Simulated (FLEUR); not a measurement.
## Magnetic state of CeAl from several starts

A self-consistent run ends on one state, which hangs on the start. Several orders of CeAl are started in FLEUR and their energies compared.

Program: FLEUR MaX-R8.1. Level of theory: PBEsol with U = 4.3 eV, J = 0.7 eV on Ce f; all-electron FLAPW, Dirac cores, scalar-relativistic bands. Results are calculated unless marked as measured.

Report form: the programs' logs are mostly left out.

### 1. The structure

Symmetry: Pm-3m, No. 221, cubic system. Conventional cell: a = 3.673 Å, b = 3.673 Å, c = 3.673 Å, α = 90.00°, β = 90.00°, γ = 90.00°. Nearest to Ce lie 8 Al at 3.18 Å. Al has 8 Ce at 3.18 Å nearest. Farther neighbours are not listed.

The cell comes from a database of computed structures and need not be the stable phase.

### 2. Start 1: ferro +

The parallel start comes first: it shows whether parallel moments hold. The U counters the self-interaction that shrinks the moments of a localised shell.

The file n_mmp_mat seeds the f occupations with whole cubic orbitals by Hund's first rule, so that the U acts from the first pass. inpgen writes inp.xml from crystal.txt; cutoffs, mixing, functional, smearing and local orbitals are then set in the file. The k list default-1 (kpts.xml, not shown) is a Γ-centred 6×6×6 mesh; where the ranks do not divide the number of points, some are split in two of half the weight.

inp.xml reads:

```
<?xml version="1.0" encoding="UTF-8" standalone="no"?>
<fleurInput fleurInputVersion="0.39">
   <comment>
      CeAl
   </comment>
   <calculationSetup>
      <cutoffs Kmax="3.6" Gmax="10.8" GmaxXC="10.8" numbands="0"/>
      <scfLoop itmax="130" minDistance="0.0001" maxIterBroyd="15" imix="Anderson" alpha="0.05" precondParam="0.0" spinf="2.0" sdNocoIR="T"/>
      <coreElectrons ctail="T" frcor="F" kcrel="0" coretail_lmax="0"/>
      <xcFunctional name="PBEs" relativisticCorrections="F"/>
      <magnetism jspins="2"/>
      <soc l_soc="F" theta="0.0" phi="0.0" spav="F"/>
      <expertModes spex="0" secvar="F"/>
      <geometryOptimization l_f="F" forcealpha="1.0" forcemix="BFGS" epsdisp="0.00001" epsforce="0.00001"/>
      <ldaU l_linMix="F" mixParam="0.05" spinf="1.0"/>
   </calculationSetup>
   <cell>
      <bzIntegration valenceElectrons="15.0" mode="hist" fermiSmearingEnergy="0.00110248">
         <kPointListSelection listName="default-1"/>
         <xi:include xmlns:xi="http://www.w3.org/2001/XInclude" href="kpts.xml"> </xi:include>
      </bzIntegration>
      <xi:include xmlns:xi="http://www.w3.org/2001/XInclude" href="sym.xml"> </xi:include>
      <bulkLattice scale="1.0">
         <bravaisMatrix>
            <row-1>    6.9416424673345309     0.0000000000000000     0.0000000000000000</row-1>
            <row-2>    0.0000000000000000     6.9416424673345309     0.0000000000000000</row-2>
            <row-3>    0.0000000000000000     0.0000000000000000     6.9416424673345309</row-3>
         </bravaisMatrix>
      </bulkLattice>
   </cell>
   <atomSpecies>
      <species name="Cerium (Ce1.001" element="Ce" atomicNumber="58">
         <mtSphere radius="2.8" gridPoints="925" logIncrement="0.014"/>
         <atomicCutoffs lmax="10" lnonsphr="8"/>
         <electronConfig flipSpins="F">
            <coreConfig>(1s1/2) (2s1/2) (2p1/2) (2p3/2) (3s1/2) (3p1/2) (3p3/2) (4s1/2) (3d3/2) (3d5/2) (4p1/2) (4p3/2) (4d3/2) (4d5/2)</coreConfig>
            <valenceConfig>(5s1/2) (5p1/2) (5p3/2) (6s1/2) (5d3/2) (5d5/2) (4f5/2) (4f7/2)</valenceConfig>
            <stateOccupation state="(5d3/2)" spinUp="0.2" spinDown="0.2"/>
            <stateOccupation state="(5d5/2)" spinUp="0.3005" spinDown="0.2995"/>
            <stateOccupation state="(4f5/2)" spinUp="0.4285714285714" spinDown="0.0"/>
            <stateOccupation state="(4f7/2)" spinUp="0.5714285714286" spinDown="0.0"/>
         </electronConfig>
         <energyParameters s="6" p="6" d="5" f="4"/>
         <ldaU l="3" U="4.3" J="0.7" l_amf="F"/>
         <lo type="SCLO" l="0" n="5" eDeriv="0"/>
         <lo type="SCLO" l="1" n="5" eDeriv="0"/>
      </species>
      <species name="Aluminum (Al)" element="Al" atomicNumber="13">
         <mtSphere radius="2.8" gridPoints="925" logIncrement="0.013"/>
         <atomicCutoffs lmax="10" lnonsphr="8"/>
         <electronConfig flipSpins="F">
            <coreConfig>(1s1/2) (2s1/2) (2p1/2) (2p3/2)</coreConfig>
            <valenceConfig>(3s1/2) (3p1/2) (3p3/2)</valenceConfig>
            <stateOccupation state="(3p1/2)" spinUp="0.166667" spinDown="0.166667"/>
            <stateOccupation state="(3p3/2)" spinUp="0.333333" spinDown="0.333333"/>
         </electronConfig>
         <energyParameters s="3" p="3" d="3" f="4"/>
      </species>
   </atomSpecies>
   <atomGroups>
      <atomGroup species="Cerium (Ce1.001">
         <relPos label="                   1">1.000/2.000 1.000/2.000 1.000/2.000</relPos>
         <force calculate="T" relaxXYZ="TTT"/>
      </atomGroup>
      <atomGroup species="Aluminum (Al)">
         <relPos label="                   2">.0000000000 .0000000000 .0000000000</relPos>
         <force calculate="T" relaxXYZ="TTT"/>
      </atomGroup>
   </atomGroups>
   <output dos="F" band="F" slice="F">
      <bandDOS minEnergy="-.5*Htr" maxEnergy="0.5*Htr" sigma="0.015" storeEVData="T"/>
      <plotting iplot="0" polar="F">
         <plot TwoD="T" vec1="  1.0  0.0  0.0" vec2="  0.0  1.0  0.0" vec3="  0.0  0.0  1.0" zero="  0.0  0.0  0.0" file="plot"/>
      </plotting>
      <moessbauerParams electricFieldGradient="F" isomerShift="F" coreHyperfine="F" valenceHyperfine="F"/>
   </output>
</fleurInput>
```

crystal.txt reads:

```
CeAl
&input film=F cartesian=F /
3.67335900000  0.00000000000  0.00000000000
0.00000000000  3.67335900000  0.00000000000
0.00000000000  0.00000000000  3.67335900000
1.8897261246
1.0 1.0 1.0

2
58 0.50000000000  0.50000000000  0.50000000000 : 1.001
13 0.00000000000  0.00000000000  0.00000000000

&kpt div1=6 div2=6 div3=6 gamma=T /
```

Run with:

```sh
> OMP_NUM_THREADS=1 inpgen -f crystal.txt > inpgen.log  # inp.xml is then edited as shown
> OMP_NUM_THREADS=1 mpirun -n 4 fleur_MPI > fleur.log
```

Wall time 11 s (4 MPI ranks of Intel Xeon Platinum 8488C (Sapphire Rapids), shared host); peak memory 0.27 GiB.

Numbers from this step:

```
free energy                                                       : -247742.5866 eV
program's band gap on this mesh (in a metal only a level spacing) : 0.1146 eV
magnetization                                                     : 1.012 μB
final state                                                       : ferromagnetic
largest moment                                                    : 0.9532 μB
```

After 15 cycles the largest moment stands at 0.953 μB.

### 3. Start 2: antiferro q=(1/2,1/2,1/2) +-

An opposed order shows whether neighbours prefer unlike signs.

This order needs a doubled cell of 4 atoms. The mesh is halved along the doubled vector, so that both cells sample the same points. The k list default-1 (kpts.xml, not shown) is a Γ-centred 3×6×6 mesh.

Edit inp.xml of step 2 so:

```diff
@@ -17,3 +17,3 @@
    <cell>
-      <bzIntegration valenceElectrons="15.0" mode="hist" fermiSmearingEnergy="0.00110248">
+      <bzIntegration valenceElectrons="30.0" mode="hist" fermiSmearingEnergy="0.00110248">
          <kPointListSelection listName="default-1"/>
@@ -24,5 +24,5 @@
          <bravaisMatrix>
-            <row-1>    6.9416424673345309     0.0000000000000000     0.0000000000000000</row-1>
-            <row-2>    0.0000000000000000     6.9416424673345309     0.0000000000000000</row-2>
-            <row-3>    0.0000000000000000     0.0000000000000000     6.9416424673345309</row-3>
+            <row-1>   13.8832849346690619     0.0000000000000000     0.0000000000000000</row-1>
+            <row-2>    6.9416424673345309     6.9416424673345309     0.0000000000000000</row-2>
+            <row-3>    6.9416424673345309     0.0000000000000000     6.9416424673345309</row-3>
          </bravaisMatrix>
@@ -41,2 +41,18 @@
             <stateOccupation state="(4f7/2)" spinUp="0.5714285714286" spinDown="0.0"/>
+         </electronConfig>
+         <energyParameters s="6" p="6" d="5" f="4"/>
+         <ldaU l="3" U="4.3" J="0.7" l_amf="F"/>
+         <lo type="SCLO" l="0" n="5" eDeriv="0"/>
+         <lo type="SCLO" l="1" n="5" eDeriv="0"/>
+      </species>
+      <species name="Cerium (Ce-1.001" element="Ce" atomicNumber="58">
+         <mtSphere radius="2.8" gridPoints="925" logIncrement="0.014"/>
+         <atomicCutoffs lmax="10" lnonsphr="8"/>
+         <electronConfig flipSpins="F">
+            <coreConfig>(1s1/2) (2s1/2) (2p1/2) (2p3/2) (3s1/2) (3p1/2) (3p3/2) (4s1/2) (3d3/2) (3d5/2) (4p1/2) (4p3/2) (4d3/2) (4d5/2)</coreConfig>
+            <valenceConfig>(5s1/2) (5p1/2) (5p3/2) (6s1/2) (5d3/2) (5d5/2) (4f5/2) (4f7/2)</valenceConfig>
+            <stateOccupation state="(5d3/2)" spinUp="0.2" spinDown="0.2"/>
+            <stateOccupation state="(5d5/2)" spinUp="0.2995" spinDown="0.3005"/>
+            <stateOccupation state="(4f5/2)" spinUp="0.0" spinDown="0.4285714285714"/>
+            <stateOccupation state="(4f7/2)" spinUp="0.0" spinDown="0.5714285714286"/>
          </electronConfig>
@@ -64,4 +80,9 @@
       </atomGroup>
+      <atomGroup species="Cerium (Ce-1.001">
+         <relPos label="                   2">.0000000000 1.000/2.000 1.000/2.000</relPos>
+         <force calculate="T" relaxXYZ="TTT"/>
+      </atomGroup>
       <atomGroup species="Aluminum (Al)">
-         <relPos label="                   2">.0000000000 .0000000000 .0000000000</relPos>
+         <relPos label="                   3">-1.000/4.000 .0000000000 .0000000000</relPos>
+         <relPos label="                   4">1.000/4.000 .0000000000 .0000000000</relPos>
          <force calculate="T" relaxXYZ="TTT"/>
```

crystal.txt reads:

```
CeAl
&input film=F cartesian=F /
7.34671800000  0.00000000000  0.00000000000
3.67335900000  3.67335900000  0.00000000000
3.67335900000  0.00000000000  3.67335900000
1.8897261246
1.0 1.0 1.0

4
58 0.75000000000  0.50000000000  0.50000000000 : 1.001
58 0.25000000000  0.50000000000  0.50000000000 : -1.001
13 0.00000000000  0.00000000000  0.00000000000
13 0.50000000000  0.00000000000  0.00000000000

&kpt div1=3 div2=6 div3=6 gamma=T /
```

The job ended after 29 s (4 MPI ranks; peak memory 0.36 GiB).

Spin moment in the muffin-tin sphere by atom:

```csv
atom,spin moment in the muffin-tin sphere (μB)
Ce1,0.958
Ce2,-0.958
Al3,0.000
Al4,0.000
```

This step gave:

| Item | Value |
| --- | --- |
| free energy | -495485.1677 eV |
| program's band gap on this mesh (in a metal only a level spacing) | 5.97e-6 eV |
| magnetization | 0 μB |
| final state | antiferromagnetic |

It lies 2.80 meV a seeded atom over the first start, and its largest moment is 0.958 μB against 0.953 μB.

### 4. Start 3: antiferro q=(0,1/2,1/2) +-

Reversing part of the moments tests the sign of the couplings between them.

The cell is doubled to 4 atoms to hold this order. The mesh is halved along the doubled vector, so that both cells sample the same points. The k list default-1 (kpts.xml, not shown) is a Γ-centred 6×3×6 mesh.

Edit inp.xml of step 3 so:

```diff
@@ -24,5 +24,5 @@
          <bravaisMatrix>
-            <row-1>   13.8832849346690619     0.0000000000000000     0.0000000000000000</row-1>
-            <row-2>    6.9416424673345309     6.9416424673345309     0.0000000000000000</row-2>
-            <row-3>    6.9416424673345309     0.0000000000000000     6.9416424673345309</row-3>
+            <row-1>    6.9416424673345309     0.0000000000000000     0.0000000000000000</row-1>
+            <row-2>    0.0000000000000000    13.8832849346690619     0.0000000000000000</row-2>
+            <row-3>    0.0000000000000000     6.9416424673345309     6.9416424673345309</row-3>
          </bravaisMatrix>
@@ -77,3 +77,3 @@
       <atomGroup species="Cerium (Ce1.001">
-         <relPos label="                   1">1.000/2.000 1.000/2.000 1.000/2.000</relPos>
+         <relPos label="                   1">1.000/2.000 .0000000000 1.000/2.000</relPos>
          <force calculate="T" relaxXYZ="TTT"/>
@@ -81,3 +81,3 @@
       <atomGroup species="Cerium (Ce-1.001">
-         <relPos label="                   2">.0000000000 1.000/2.000 1.000/2.000</relPos>
+         <relPos label="                   2">1.000/2.000 1.000/2.000 1.000/2.000</relPos>
          <force calculate="T" relaxXYZ="TTT"/>
@@ -85,4 +85,4 @@
       <atomGroup species="Aluminum (Al)">
-         <relPos label="                   3">-1.000/4.000 .0000000000 .0000000000</relPos>
-         <relPos label="                   4">1.000/4.000 .0000000000 .0000000000</relPos>
+         <relPos label="                   3">.0000000000 .0000000000 .0000000000</relPos>
+         <relPos label="                   4">.0000000000 1.000/2.000 .0000000000</relPos>
          <force calculate="T" relaxXYZ="TTT"/>
```

crystal.txt reads:

```
CeAl
&input film=F cartesian=F /
3.67335900000  0.00000000000  0.00000000000
0.00000000000  7.34671800000  0.00000000000
0.00000000000  3.67335900000  3.67335900000
1.8897261246
1.0 1.0 1.0

4
58 0.50000000000  0.00000000000  0.50000000000 : 1.001
58 0.50000000000  0.50000000000  0.50000000000 : -1.001
13 0.00000000000  0.00000000000  0.00000000000
13 0.00000000000  0.50000000000  0.00000000000

&kpt div1=6 div2=3 div3=6 gamma=T /
```

Wall time 44 s (4 MPI ranks); peak memory 0.42 GiB; 2.9 min of CPU time.

Spin moment in the muffin-tin sphere by atom:

```csv
atom,spin moment in the muffin-tin sphere (μB)
Ce1,0.966
Ce2,-0.966
Al3,0.000
Al4,0.000
```

This step gave:

| Quantity | Value |
| --- | --- |
| free energy | -495485.1636 eV |
| program's band gap on this mesh (in a metal only a level spacing) | 0.002792 eV |
| magnetization | 0 μB |
| final state | antiferromagnetic |

It lies 4.81 meV a seeded atom over the first start, and its largest moment is 0.966 μB against 0.953 μB.

### 5. A faulty input

An input with a fault is tried, to see how the program answers.

Edit inp.xml of step 2 so:

```diff
@@ -7,3 +7,3 @@
       <cutoffs Kmax="3.6" Gmax="10.8" GmaxXC="10.8" numbands="0"/>
-      <scfLoop itmax="130" minDistance="0.0001" maxIterBroyd="15" imix="Anderson" alpha="0.05" precondParam="0.0" spinf="2.0" sdNocoIR="T"/>
+      <scfLoop itmax="100" minDistance="0.0001" maxIterBroyd="15" imix="Anderson" alpha="0.05" precondParam="0.0" spinf="2.0" sdNocoIR="T"/>
       <coreElectrons ctail="T" frcor="F" kcrel="0" coretail_lmax="0"/>
@@ -32,3 +32,3 @@
       <species name="Cerium (Ce1.001" element="Ce" atomicNumber="58">
-         <mtSphere radius="2.8" gridPoints="925" logIncrement="0.014"/>
+         <mtSphere radius="3.40" gridPoints="925" logIncrement="0.014"/>
          <atomicCutoffs lmax="10" lnonsphr="8"/>
@@ -48,3 +48,3 @@
       <species name="Aluminum (Al)" element="Al" atomicNumber="13">
-         <mtSphere radius="2.8" gridPoints="925" logIncrement="0.013"/>
+         <mtSphere radius="3.40" gridPoints="925" logIncrement="0.013"/>
          <atomicCutoffs lmax="10" lnonsphr="8"/>
```

crystal.txt is that of step 2.

Wall time 2.8 s (4 MPI ranks); peak memory 0.12 GiB.

The program refused the input before any cycle.

The program's message: “Overlapping MT-radii of two neighbours detected.”

The fault in the input: spheres that overlap.

Muffin-tin spheres may not overlap; the radii must fit the shortest distances.

### 6. Energies of the orders

Free energies are divided by the number of seeded atoms, so that cells of unlike size compare. Wavevectors q in the names are fractions of the primitive cell's reciprocal vectors.

Orders:

```
                       start        final state  typed order kept  energy over the lowest (meV a seeded atom)  largest sphere moment (μB)  net moment (μB a primitive cell)  mesh matched  CPU time (s)
                     ferro +      ferromagnetic               yes                                           0                      0.9532                             1.012           yes         43.62
antiferro q=(1/2,1/2,1/2) +-  antiferromagnetic               yes                                       2.796                      0.9578                                 0           yes         115.4
  antiferro q=(0,1/2,1/2) +-  antiferromagnetic               yes                                       4.811                      0.9656                                 0           yes         176.6
```

### 7. Spin–orbit coupling, moments along [001]

Spin–orbit coupling ties the spins to the lattice and lets orbital moments form.

A new self-consistent run of the start ferro +, with the moments along z. Here n_mmp_mat seeds f states of whole m by Hund's three rules. The k list default-1 (kpts.xml, not shown) is a Γ-centred 6×6×6 mesh.

Edit inp.xml of step 2 so:

```diff
@@ -6,3 +6,3 @@
    <calculationSetup>
-      <cutoffs Kmax="3.6" Gmax="10.8" GmaxXC="10.8" numbands="0"/>
+      <cutoffs Kmax="3.6" Gmax="10.8" GmaxXC="10.8" numbands="55"/>
       <scfLoop itmax="130" minDistance="0.0001" maxIterBroyd="15" imix="Anderson" alpha="0.05" precondParam="0.0" spinf="2.0" sdNocoIR="T"/>
@@ -11,3 +11,3 @@
       <magnetism jspins="2"/>
-      <soc l_soc="F" theta="0.0" phi="0.0" spav="F"/>
+      <soc l_soc="T" theta="0.0" phi="0.0" spav="F"/>
       <expertModes spex="0" secvar="F"/>
```

Edit crystal.txt of step 2 so:

```diff
@@ -12,2 +12,3 @@
 
+&soc 0.0000000 0.0000000 /
 &kpt div1=6 div2=6 div3=6 gamma=T /
```

Elapsed: 44 s, on 4 MPI ranks; peak memory 0.35 GiB.

Read from the output:

```
free energy                                                       : -247742.4014 eV
program's band gap on this mesh (in a metal only a level spacing) : 0 eV
magnetization                                                     : 0.9785 μB
final state                                                       : ferromagnetic
largest moment                                                    : 0.9610 μB
orbital moment along the spin                                     : -2.753 μB
```

Orbital moment in the sphere, along the spin axis by atom:

| atom | orbital moment in the sphere, along the spin axis (μB) |
| --- | --- |
| Ce1 | -2.75 |
| Al2 | 0.01 |

### 8. Results

```json
{
  "lowest state found": "ferromagnetic (typed ferro +)",
  "largest site spin moment": "0.953 μB",
  "next finished state": "antiferromagnetic, 2.80 meV a seeded atom higher",
  "orbital moment on the atom of largest spin, along its spin (spin–orbit run)": "-2.75 μB",
  "spin plus orbital moment": "Ce 1.79 μB"
}
```

**Reading.** The lowest state found is ferromagnetic, reached from the start ferro +, with moments up to 0.953 μB. The two lowest states lie so close that the mesh, the functional or spin–orbit coupling could swap them. The orbital moment is antiparallel to the spin, as Hund's third rule has it for a shell under half filled. The f shell was seeded by Hund's rules, so the run need not end in the lowest state; crystal-field states that mix several m can carry less. This is the lowest of 3 finished starts, no proof of the ground state. Open f shells have many stationary orbital fillings, so the state need not be the lowest, and spin-only moments miss the orbital part.

[Logs and program files are shortened in this print: banners, set-up blocks, solver, clock and traceback lines can be left out without a mark of their own.]

[Logs are printed without paths, hosts, clocks, repeated set-up lines and the standing remarks that a program may print on its own settings, such as how far it seeks lower states.]

[Hosts, paths, dates, database ids (printed as entryN), source tags and the programs' standing remarks are cut or masked in the printed files.]

[Where a cell is said to come from a database of computed structures, the database is the Materials Project.]
